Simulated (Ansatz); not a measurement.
# TiC (Fm-3m) under biaxial strain in the (111) plane

Aim: how do the optical modes of TiC (Fm-3m) shift and split under this strain?

Calculated with Ansatz 0.2.0; DFT PBEsol, scalar-relativistic, plane waves, PAW; PAW set soft_1.

The database entry behind the starting cell differs from later determinations by our own check (0.1 to 0.3 % short, probably kX units), so it need not match the best structure at ambient conditions.

### 1. The starting structure

It takes space group Fm-3m (No. 225, cubic). The conventional cell has a = 4.319 Å, b = 4.319 Å, c = 4.319 Å, α = 90.00°, β = 90.00°, γ = 90.00°. C has 6 Ti at 2.16 Å nearest. Nearest to Ti lie 6 C at 2.16 Å. Farther neighbours are not listed.

### 2. Relaxation

The cell and atoms are relaxed, since residual forces and stress would shift the frequencies.

input.yaml

```yaml
crystal:
  lattice:
    - [0.0, 2.1593, 2.1593]
    - [2.1593, 0.0, 2.1593]
    - [2.1593, 2.1593, 0.0]
  atoms:
    - { symbol: C, position: [0.5, 0.5, 0.5] }
    - { symbol: Ti, position: [0.0, 0.0, 0.0] }
kpoints:
  mp_grid: { grid: [16, 16, 16] }
hamiltonian:
  xc: pbesol
  pseudopotentials: { kind: paw, azcp: { folder: soft_1 }, xc_functional: pbe }
scf:
  occupations: { method: gaussian, width: 0.1 }
output:
  forces: true
  stress: true
  eigenvalues: true
relax:
  adjacent_minimum: "off"
  f_tol: 0.005
  max_steps: 80
  cell: { stress_tol: 0.05 }
```

Started as:

```
ansatz run input.yaml --threads 4 --pin off --max-ram 10240MiB --backend cpu --events-out ev --progress --plain --runs-dir out
```

Numbers of over 12 decimals in the logs are rounded to 6 here.

What it wrote:

```text
Engine: ansatz 0.2.0, x86_64-unknown-linux-gnu
Pseudopotentials: kind: paw
Pseudopotential: C, paw, valence charge 4, recommended cutoff 420 eV (normal), soft_1/C.paw.azcp
Pseudopotential: Ti, paw, valence charge 12, recommended cutoff 420 eV (normal), soft_1/Ti.paw.azcp
Functional definition: PBEsol
  exchange = pbesol_x
  correlation = pbesol_c
Crystal: 2 atoms, lattice volume = 20.136 Å³
Basis set: ecut = 420 eV, 411 PW (Γ), exchange–correlation on 48×48×48 points (8 copies of the dense FFT grid, shifted against one another)
Bands: 12, of which v1, the nominal top of the filled ones, is band 8 counted from 1 (7 counted from 0)
Symmetry: 48 space group operations
Space group: Fm-3m (ITA 225), of the structure as read, at distance tolerance 2.7e-5 Å
k-points: 145 of 4096
Non-local potential: C, projectors of the file, l = 0: 2, l = 1: 2, l = 2: 1
Non-local potential: Ti, projectors of the file, l = 0: 3, l = 1: 2, l = 2: 3, l = 3: 1
PAW form: soft (Blöchl's): semilocal exchange-correlation on the pseudo side does not see the compensation charge
PAW frozen core: C, regenerated for the run's functional, and the local potential with it (the file was generated under x = pbe(κ = 0.804, μ = 0.219515), c = pbe(β = 0.066725))
PAW frozen core: Ti, regenerated for the run's functional, and the local potential with it (the file was generated under x = pbe(κ = 0.804, μ = 0.219515), c = pbe(β = 0.066725))
PAW one-centre angular grid: C, 110 points (default); XC on 64 Gauss nodes
PAW one-centre angular grid: Ti, 590 points (default); XC on 64 Gauss nodes
Initial density: superposition of atomic densities (chi_scale 0.1, normalization cell, long waves kept (reshape's long-wave potential 0.00 eV rms))
Initial wavefunctions: pseudopotential atomic-orbital guess
Functional: x = pbesol(κ = 0.804, μ = 0.123457), c = pbesol(β = 0.046)
SCF iter   1: F=—  HF=-2723.399516 eV  |F-HF|=—  |Δ(HF+E_count)|=         —  Δρ=1.37e-1  dr2=4.91e0  ethr=3.10e-3  ⟨swp⟩=4.3  Hψ=8551  notcnv=0
preconditioner: auto → none  [insulator: Δε(μ)=0.124 eV  Ē_g=9.081 eV  σ=0.100 eV  W_gap=0.57  n_scr=8 (ndim 8)  ℏωp=23.4 eV  f_vac=0.000  D(μ)=0.23/eV (n_scr^D=0)  ε∞_Penn≈7.6]
SCF iter   2: F=—  HF=-2722.548306 eV  |F-HF|=—  |Δ(HF+E_count)|=   8.51e-1  Δρ=5.13e-2  dr2=6.85e-1  ethr=3.10e-3  ⟨swp⟩=2.6  Hψ=3903  notcnv=0  defer=1
SCF iter   3: F=—  HF=-2722.420997 eV  |F-HF|=—  |Δ(HF+E_count)|=   1.27e-1  Δρ=5.91e-3  dr2=3.47e-3  ethr=3.10e-3  ⟨swp⟩=2.4  Hψ=2930  notcnv=0  defer=1
SCF iter   4: F=—  HF=-2722.420157 eV  |F-HF|=—  |Δ(HF+E_count)|=   8.40e-4  Δρ=1.43e-3  dr2=1.33e-4  ethr=2.17e-5  ⟨swp⟩=2.7  Hψ=4015  notcnv=0  defer=1
SCF iter   5: F=—  HF=-2722.420202 eV  |F-HF|=—  |Δ(HF+E_count)|=   4.46e-5  Δρ=2.98e-4  dr2=1.27e-5  ethr=8.33e-7  ⟨swp⟩=1.2  Hψ=1931  notcnv=0  defer=1
SCF iter   6: F=—  HF=-2722.420200 eV  |F-HF|=—  |Δ(HF+E_count)|=   1.55e-6  Δρ=2.31e-5  dr2=4.02e-8  ethr=6.25e-10  ⟨swp⟩=3.1  Hψ=6954  notcnv=0
SCF iter   7: F=-2722.420200 eV  HF=-2722.420200 eV  |F-HF|=1.12e-10  |Δ(HF+E_count)|=  2.14e-10  Δρ=1.48e-6  dr2=2.14e-10  ethr=2.51e-10  ⟨swp⟩=2.4  Hψ=5803  notcnv=0
SCF 1 converged in 7 iterations: F = -2722.420200 eV  dr2 = 2.14e-10
  greatest PAW one-centre occupation: 0.998 electrons in one spin orbital (limit 2), on the Ti atom at site 1 (counted from 0), in its partial waves of l = 0
relax step   1: F+E_penalty+E_count = -2722.42020021 eV  Δ(F+E_penalty+E_count) = +0.000e0 eV  max|allowed force component| = 1.814e-29 eV/Å  Δτ_max = 0.0000 Å  P = -4.622 GPa  Ω = 20.136 Å³  (7 SCF iters, dr2 threshold 1.00e-7 eV, accepted)
Crystal: 2 atoms, lattice volume = 19.821 Å³
Basis set: ecut = 420 eV, 387 PW (Γ), exchange–correlation on 48×48×48 points (8 copies of the dense FFT grid, shifted against one another)
Initial density: handed on by an earlier stage of this run
Initial wavefunctions: those handed on with the density
iter 1 solved again at ethr=2.26e-5 eV; its pass at ethr=3.10e-3 eV (dr2=3.61e-3 eV) is discarded
SCF iter   1: F=—  HF=-2722.426365 eV  |F-HF|=—  |Δ(HF+E_count)|=         —  Δρ=3.54e-3  dr2=3.26e-3  ethr=2.26e-5  ⟨swp⟩=1.0  Hψ=10624  notcnv=0
preconditioner: auto → none  [metal: Δε(μ)=0.013 eV  Ē_g=8.070 eV  σ=0.100 eV  W_gap=0.08  n_scr=8 (ndim 8)  ℏωp=23.6 eV  f_vac=0.000  D(μ)=0.40/eV (n_scr^D=0)]
SCF iter   2: F=—  HF=-2722.425848 eV  |F-HF|=—  |Δ(HF+E_count)|=   5.17e-4  Δρ=1.30e-3  dr2=4.59e-4  ethr=2.04e-5  ⟨swp⟩=1.8  Hψ=1910  notcnv=0
SCF iter   3: F=—  HF=-2722.425764 eV  |F-HF|=—  |Δ(HF+E_count)|=   8.45e-5  Δρ=1.26e-4  dr2=3.20e-6  ethr=2.87e-6  ⟨swp⟩=2.0  Hψ=2010  notcnv=0
SCF iter   4: F=—  HF=-2722.425762 eV  |F-HF|=—  |Δ(HF+E_count)|=   1.68e-6  Δρ=2.85e-5  dr2=5.85e-8  ethr=2.00e-8  ⟨swp⟩=2.2  Hψ=2194  notcnv=0
iter 5 did not close the SCF: its close was put off for the readings that it lacked (scf_convergence_deferred on its scf_iter line)
SCF iter   5: F=-2722.425762 eV  HF=-2722.425762 eV  |F-HF|=6.64e-11  |Δ(HF+E_count)|=   3.65e-8  Δρ=1.82e-6  dr2=3.06e-10  ethr=3.66e-10  ⟨swp⟩=2.6  Hψ=2689  notcnv=0
SCF iter   6: F=-2722.425762 eV  HF=-2722.425762 eV  |F-HF|=6.37e-12  |Δ(HF+E_count)|=  3.37e-11  Δρ=2.12e-7  dr2=9.50e-12  ethr=1.91e-12  ⟨swp⟩=1.0  Hψ=4488  notcnv=0
SCF 2 converged in 6 iterations: F = -2722.425762 eV  dr2 = 9.50e-12
relax step   2: F+E_penalty+E_count = -2722.42576197 eV  Δ(F+E_penalty+E_count) = -5.562e-3 eV  max|allowed force component| = 9.466e-30 eV/Å  Δτ_max = 0.0000 Å  P = -0.557 GPa  Ω = 19.821 Å³  energy of the carried Pulay correction = +4.247e-4 eV  (6 SCF iters, dr2 threshold 2.00e-7 eV, accepted)
Crystal: 2 atoms, lattice volume = 19.779 Å³
iter 1 solved again at ethr=4.14e-7 eV; its pass at ethr=3.10e-3 eV (dr2=6.62e-5 eV) is discarded
SCF iter   1: F=—  HF=-2722.425902 eV  |F-HF|=—  |Δ(HF+E_count)|=         —  Δρ=4.83e-4  dr2=6.05e-5  ethr=4.14e-7  ⟨swp⟩=1.0  Hψ=10035  notcnv=0
preconditioner: auto → none  [metal: Δε(μ)=0.013 eV  Ē_g=8.066 eV  σ=0.100 eV  W_gap=0.07  n_scr=8 (ndim 8)  ℏωp=23.6 eV  f_vac=0.000  D(μ)=0.39/eV (n_scr^D=0)]
SCF iter   2: F=—  HF=-2722.425893 eV  |F-HF|=—  |Δ(HF+E_count)|=   9.25e-6  Δρ=1.78e-4  dr2=8.58e-6  ethr=3.78e-7  ⟨swp⟩=1.8  Hψ=1917  notcnv=0
iter 3 did not close the SCF: its close was put off for the readings that it lacked (scf_convergence_deferred on its scf_iter line)
SCF iter   3: F=-2722.425891 eV  HF=-2722.425891 eV  |F-HF|=3.59e-8  |Δ(HF+E_count)|=   1.54e-6  Δρ=1.71e-5  dr2=5.83e-8  ethr=5.36e-8  ⟨swp⟩=2.0  Hψ=2016  notcnv=0
iter 4 did not close the SCF: its close was put off for the readings that it lacked (scf_convergence_deferred on its scf_iter line)
SCF iter   4: F=-2722.425891 eV  HF=-2722.425891 eV  |F-HF|=4.82e-10  |Δ(HF+E_count)|=  2.89e-10  Δρ=3.85e-6  dr2=1.08e-9  ethr=3.65e-10  ⟨swp⟩=2.1  Hψ=2179  notcnv=0
iter 5 did not close the SCF: its close was put off for the readings that it lacked (scf_convergence_deferred on its scf_iter line)
SCF iter   5: F=-2722.425891 eV  HF=-2722.425891 eV  |F-HF|=4.55e-13  |Δ(HF+E_count)|=  6.65e-10  Δρ=2.48e-7  dr2=5.67e-12  ethr=6.74e-12  ⟨swp⟩=2.6  Hψ=2641  notcnv=0
SCF iter   6: F=-2722.425891 eV  HF=-2722.425891 eV  |F-HF|=4.55e-13  |Δ(HF+E_count)|=    0.00e0  Δρ=3.21e-8  dr2=2.37e-13  ethr=1.00e-12  ⟨swp⟩=1.0  Hψ=4060  notcnv=0
SCF 3 converged in 6 iterations: F = -2722.425891 eV  dr2 = 2.37e-13
relax step   3: F+E_penalty+E_count = -2722.42589142 eV  Δ(F+E_penalty+E_count) = -1.295e-4 eV  max|allowed force component| = 2.695e-30 eV/Å  Δτ_max = 0.0000 Å  P = +0.015 GPa  Ω = 19.779 Å³  energy of the carried Pulay correction = +4.824e-4 eV  (6 SCF iters, dr2 threshold 2.00e-7 eV, accepted)
Initial wavefunctions: pseudopotential atomic-orbital guess (no wavefunctions were taken with the density)
iter 1 solved again at ethr=1.01e-9 eV; its pass at ethr=3.10e-3 eV (dr2=1.62e-7 eV) is discarded
SCF iter   1: F=—  HF=-2722.425431 eV  |F-HF|=—  |Δ(HF+E_count)|=         —  Δρ=4.94e-5  dr2=7.04e-8  ethr=1.01e-9  ⟨swp⟩=3.0  Hψ=13539  notcnv=0
preconditioner: auto → none  [metal: Δε(μ)=0.012 eV  Ē_g=8.063 eV  σ=0.100 eV  W_gap=0.07  n_scr=8 (ndim 8)  ℏωp=23.6 eV  f_vac=0.000  D(μ)=0.39/eV (n_scr^D=0)]
SCF iter   2: F=—  HF=-2722.425431 eV  |F-HF|=—  |Δ(HF+E_count)|=   4.54e-7  Δρ=2.45e-5  dr2=1.43e-8  ethr=4.40e-10  ⟨swp⟩=2.6  Hψ=2365  notcnv=0
SCF iter   3: F=—  HF=-2722.425431 eV  |F-HF|=—  |Δ(HF+E_count)|=   3.08e-8  Δρ=1.41e-6  dr2=7.38e-11  ethr=8.95e-11  ⟨swp⟩=2.4  Hψ=2580  notcnv=0
iter 4 did not close the SCF: its close was put off for the readings that it lacked (scf_convergence_deferred on its scf_iter line)
SCF iter   4: F=-2722.425431 eV  HF=-2722.425431 eV  |F-HF|=9.09e-13  |Δ(HF+E_count)|=  1.04e-10  Δρ=1.54e-7  dr2=2.89e-12  ethr=1.00e-12  ⟨swp⟩=2.0  Hψ=2587  notcnv=0
iter 5 did not close the SCF: its close was put off for the readings that it lacked (scf_convergence_deferred on its scf_iter line)
SCF iter   5: F=-2722.425431 eV  HF=-2722.425431 eV  |F-HF|=0.00e0  |Δ(HF+E_count)|=  9.09e-13  Δρ=3.76e-8  dr2=1.49e-13  ethr=1.00e-12  ⟨swp⟩=1.0  Hψ=1740  notcnv=0
iter 6 did not close the SCF: its close was put off for the readings that it lacked (scf_convergence_deferred on its scf_iter line)
SCF iter   6: F=-2722.425431 eV  HF=-2722.425431 eV  |F-HF|=0.00e0  |Δ(HF+E_count)|=  9.09e-13  Δρ=8.06e-9  dr2=1.10e-14  ethr=1.00e-12  ⟨swp⟩=1.0  Hψ=1740  notcnv=0
iter 7 did not close the SCF: its close was put off for the readings that it lacked (scf_convergence_deferred on its scf_iter line)
SCF iter   7: F=-2722.425431 eV  HF=-2722.425431 eV  |F-HF|=1.36e-12  |Δ(HF+E_count)|=  4.55e-13  Δρ=9.59e-10  dr2=9.75e-17  ethr=1.00e-12  ⟨swp⟩=1.0  Hψ=1740  notcnv=0
SCF iter   8: F=-2722.425431 eV  HF=-2722.425431 eV  |F-HF|=0.00e0  |Δ(HF+E_count)|=    0.00e0  Δρ=2.68e-10  dr2=1.74e-17  ethr=1.00e-12  ⟨swp⟩=1.8  Hψ=4262  notcnv=0
SCF 4 converged in 8 iterations: F = -2722.425431 eV  dr2 = 1.74e-17
relax step   4: F+E_penalty+E_count = -2722.42543116 eV  Δ(F+E_penalty+E_count) = +4.603e-4 eV  max|allowed force component| = 2.662e-30 eV/Å  Δτ_max = 0.0000 Å  P = -0.010 GPa  Ω = 19.779 Å³  stress off target by 1.01e-2 GPa  SCF on the basis re-selected at this cell (its energy is not comparable with the rows above)  (8 SCF iters)
basis re-selected at this cell: Δ(F+E_penalty+E_count) = +4.603e-4 eV, ΔP = -0.025 GPa vs the last step (what re-selecting the basis moved, of the pressure what is left beyond the Pulay correction that the steps carried, after the strain that the cell walked since its last selection, with what the two solves' SCF thresholds leave and, on support functions, any second-order correction that the steps lacked; it is no m [...]
SCF converged after 8 iterations
Free energy (F): -2722.425431 eV
Harris-Foulkes:  -2722.425431 eV  (|F-HF|=0.00e0)
Internal energy: -2722.423483 eV  (E = F + TS)
E sigma→0 (E₀):  -2722.424457 eV
Entropy (-TS):   -0.001948 eV (-0.974 meV/atom)
Fermi energy:    14.966068 eV
--- Per-component energies (eV) ---
  E_band       = -104.838173
  E_kinetic    = 367.205408
  E_local      = -813.407212  (includes V_loc(G=0)·N_el)
  E_nonlocal   = 84.510928
  E_hartree    = 320.811054
  E_xc         = -163.753385
  E_vxc        = -205.216395  (∫ρ·V_xc dr)
  E_paw        = -1112.189993  (= ΣΔE_a)
  E_vpaw       = -179.552947  (= ΣTr[D̂ρ^β])
  E_aug_tail   = -0.000063  (compensation charges beyond the density's cutoff)
  E_ewald      = -1405.760706
  E_core_change = 0.160485  (= ΣΔE_core)
  E_smearing   = -0.001948  (= −TS)
  E_closure    = 0.000000  (closes the sum)
  Σ components = -2722.425431   (vs F -2722.425431, Δ=0.00e0)
--- Forces (eV/Å), atoms counted from 1 ---
  atom   1  C      0.00000000    -0.00000000    -0.00000000
  atom   2  Ti    -0.00000000     0.00000000     0.00000000
  max |Σ_I F_I| component: 4.14e-30 eV/Å
--- Stress (GPa, compression-positive) ---
       -0.010097      -0.000000      -0.000000
       -0.000000      -0.010097      -0.000000
       -0.000000      -0.000000      -0.010097
  P = ⅓ Tr σ = -0.0101 GPa (-0.101 kbar)
--- Band table (eV; the first three rows and the last of 145) ---
  k-point 0: bands = [... 4 lower, 2.4835, 15.6539, 15.6539, 15.6539, 16.7167, 16.7167, 16.7167, 16.7731]
  k-point 1: bands = [... 4 lower, 2.5758, 15.2052, 15.4593, 15.4593, 16.0332, 16.0332, 16.9603, 17.7870]
  k-point 2: bands = [... 4 lower, 2.8466, 14.3128, 14.6834, 14.6834, 16.1017, 16.1017, 17.3018, 18.8878]
  k-point 144: bands = [... 4 lower, 5.4413, 11.7587, 11.7587, 12.2055, 17.8660, 17.8660, 18.6529, 20.3856]
--- Relaxed structure (3 steps of the walk, 3 accepted, 1 SCFs on fresh bases) ---
  F+E_penalty+E_count = -2722.42543116 eV   max|allowed force component| = 2.662e-30 eV/Å   (the final SCF, on the basis selected at the relaxed cell)
  cell:  # Å, volume = 19.7789 Å³
    - [0, 2.146466, 2.146466]
    - [2.146466, 0, 2.146466]
    - [2.146466, 2.146466, 0]
  atoms:
    - { symbol: C, position: [0.5, 0.5, 0.5] }
    - { symbol: Ti, position: [0, 0, 0] }
```

Run time: 1.2 s. Hardware: 4 threads of AMD EPYC 9R45, shared host; peak memory 0.42 GiB; 4 s of CPU time.

Relaxation path:

```csv
step,energy less that of the first step (eV),largest force component (eV/Å),pressure (GPa),volume (Å³)
1,0.0000,0.0000,-4.62,20.14
2,-0.0056,0.0000,-0.56,19.82
3,-0.0057,0.0000,0.02,19.78
4*,-0.0052,0.0000,-0.01,19.78
```

Relaxation steps marked * repeat the geometry before them on a plane-wave basis chosen anew for their cell, so energy and pressure can jump there.

The run keeps the 48 symmetry operations that it works with, so distortions that break them were not tested.

```csv
"conventional cell, symmetrised",before,after,change
a (Å),4.319,4.293,-0.6 %
b (Å),4.319,4.293,-0.6 %
c (Å),4.319,4.293,-0.6 %
volume (Å³/atom),10.07,9.89,-1.8 %
```

Final coordinates:

```
C Ti
1.0
     0.00000    2.14647    2.14647
     2.14647    0.00000    2.14647
     2.14647    2.14647    0.00000
C Ti
1 1
Direct
  0.50000 0.50000 0.50000
  0.00000 0.00000 0.00000
```

This step gave:

- pressure: -0.01010 GPa
- volume per atom: 9.889 Å³
- gap on the k-mesh: 0 eV

In this step the volume went from 10.07 to 9.89 Å³/atom.

### 3. Tight relaxation

Phonons need small forces and stress, so the relaxation is finished with tight tolerances on 16×16×16 k points.

input.yaml, the sections that differ from step 2:

```yaml
crystal:
  lattice:
    - [0.0, 2.1464662778, 2.1464662778]
    - [2.1464662778, 0.0, 2.1464662778]
    - [2.1464662778, 2.1464662778, 0.0]
  atoms:
    - { symbol: C, position: [0.5, 0.5, 0.5] }
    - { symbol: Ti, position: [0.0, 0.0, 0.0] }
scf:
  occupations: { method: methfessel_paxton, width: 0.2 }
output:
  forces: true
  stress: true
  eigenvalues: true
  write_density: true
  write_potential: true
  elf: true
  volumetric_format: npy
relax:
  adjacent_minimum: "off"
  f_tol: 0.001
  max_steps: 60
  cell: { stress_tol: 0.01 }
# kpoints, hamiltonian: as in step 2
```

What it wrote:

```text
[...]
Crystal: 2 atoms, lattice volume = 19.779 Å³
Basis set: ecut = 420 eV, 387 PW (Γ), exchange–correlation on 48×48×48 points (8 copies of the dense FFT grid, shifted against one another)
Bands: 12, of which v1, the nominal top of the filled ones, is band 8 counted from 1 (7 counted from 0)
Symmetry: 48 space group operations
[...]
k-points: 145 of 4096
[...]
k-point 144: bands = [... 4 lower, 5.4421, 11.7593, 11.7593, 12.2062, 17.8665, 17.8665, 18.6532, 20.3861]
--- Relaxed structure (2 steps of the walk, 2 accepted, 2 SCFs on fresh bases) ---
[...]
cell:  # Å, volume = 19.7783 Å³
    - [0.0, 2.146443, 2.146443]
    - [2.146443, 0, 2.146443]
    - [2.146443, 2.146443, 0.0]
  atoms:
    - { symbol: C, position: [0.5, 0.5, 0.5] }
    - { symbol: Ti, position: [0, 0, 0] }
[key lines of the parts left out:]
SCF converged after 3 iterations
Free energy (F): -2722.424797 eV
Fermi energy:    14.968978 eV
P = ⅓ Tr σ = -0.0015 GPa (-0.015 kbar)
```

The job ended after 1.1 s (4 threads; peak memory 0.42 GiB; 3.6 s of CPU time).

Little changed from the start: no atom moved by 0.005 Å and no cell edge by 0.1 %.

This step gave:

```
pressure : -0.001471 GPa
```

ELF in the ac plane of the conventional cell at fractional y = 0.000, with atoms of C and Ti within 0.2 Å of it. It is the smooth field of the valence electrons, not physical close to the nuclei.

Values, 14 rows by 14 columns, each cell a mean:
```
0.69 0.72 0.50 0.28 0.61 0.72 0.40 0.28 0.60 0.74 0.43 0.32 0.64 0.70
0.69 0.56 0.26 0.22 0.57 0.76 0.72 0.69 0.76 0.71 0.39 0.18 0.40 0.64
0.36 0.24 0.14 0.21 0.42 0.57 0.61 0.62 0.60 0.51 0.30 0.15 0.18 0.32
0.44 0.42 0.36 0.27 0.21 0.22 0.28 0.31 0.26 0.20 0.21 0.30 0.39 0.43
0.73 0.73 0.65 0.36 0.14 0.26 0.50 0.55 0.40 0.18 0.20 0.51 0.71 0.74
0.49 0.68 0.73 0.42 0.24 0.56 0.72 0.72 0.67 0.40 0.26 0.60 0.76 0.60
0.10 0.49 0.73 0.44 0.36 0.69 0.69 0.61 0.72 0.55 0.31 0.62 0.69 0.28
0.28 0.60 0.74 0.43 0.32 0.64 0.70 0.69 0.72 0.50 0.28 0.61 0.72 0.40
0.69 0.76 0.71 0.39 0.18 0.40 0.64 0.69 0.56 0.26 0.22 0.57 0.76 0.72
0.62 0.60 0.51 0.30 0.15 0.18 0.32 0.36 0.24 0.14 0.21 0.42 0.57 0.61
0.31 0.26 0.20 0.21 0.30 0.39 0.43 0.44 0.42 0.36 0.27 0.21 0.22 0.28
0.55 0.40 0.18 0.20 0.51 0.71 0.74 0.73 0.73 0.65 0.36 0.14 0.26 0.50
0.72 0.67 0.40 0.26 0.60 0.76 0.60 0.49 0.68 0.73 0.42 0.24 0.56 0.72
0.61 0.72 0.55 0.31 0.62 0.69 0.28 0.10 0.49 0.73 0.44 0.36 0.69 0.69
```
Columns run along a (4.3 Å), rows up along c (4.3 Å), edges of the conventional cell, whose origin can differ from the input's. Atoms in or near the plane, at fractional coordinates: C at (0.50, 0.00), C at (0.00, 0.50), Ti at (0.00, 0.00), Ti at (0.50, 0.50).

Valence density in the ac plane of the conventional cell at fractional y = 0.000, with atoms of C and Ti within 0.2 Å of it. It is the smooth field of the valence electrons, not physical close to the nuclei.

Ten even steps from '0' (0 e/Å³) to '9' (11 e/Å³), each cell a mean:
```
85100011100027
32000000000012
00000000000000
00000000000000
00000011100000
10000256310001
11000389610001
11000278510001
00000123200000
00000000000000
00000000000000
11000000000001
63100011000025
96100011100038
```
Columns run along a (4.3 Å), rows up along c (4.3 Å), edges of the conventional cell, whose origin can differ from the input's. Atoms in or near the plane, at fractional coordinates: C at (0.50, 0.00), C at (0.00, 0.50), Ti at (0.00, 0.00), Ti at (0.50, 0.50).

Electrostatic potential energy in the ac plane of the conventional cell at fractional y = 0.000, with atoms of C and Ti within 0.2 Å of it. With pseudopotentials it is smooth inside the atoms' cores, unlike the true potential.

Ten even steps from '_' (-39 eV) to '@' (15 eV), each cell a mean:
```
::::==%%@@++____::##@@**--::
::--**@@@@%%++==**@@@@%%++--
**##%%@@@@@@@@%%@@@@@@@@%%**
%%@@@@@@@@@@%%##%%@@@@@@@@@@
##%%@@@@%%**====++##@@@@@@##
..==%%@@##--::::::++%%@@**::
__..##%%**::::::::==##%%==__
__::##@@**--::::::==%%@@++__
==**@@@@%%++--::--**@@@@%%++
%%@@@@@@@@%%****##%%@@@@@@@@
##%%@@@@@@@@@@%%@@@@@@@@@@%%
==++##@@@@@@####%%@@@@%%**==
::::++%%@@**::..==%%@@##--::
::::==##%%==____..##%%**::::
```
Columns run along a (4.3 Å; values clipped at the 3rd and 97th percentile), rows up along c (4.3 Å), edges of the conventional cell, whose origin can differ from the input's. Atoms in or near the plane, at fractional coordinates: C at (0.50, 0.00), C at (0.00, 0.50), Ti at (0.00, 0.00), Ti at (0.50, 0.50).

The forces vanish by symmetry and the pressure is -0.001 GPa, within the tolerances set. The cell now holds 9.89 Å³/atom.

(Part 1 of 2 ends here.)

[Logs are printed without paths, hosts, clocks, repeated set-up lines and the standing remarks that a program may print on its own settings, such as how far it seeks lower states.]

[Hosts, paths, dates, database ids (printed as entryN), source tags and the programs' standing remarks are cut or masked in the printed files.]
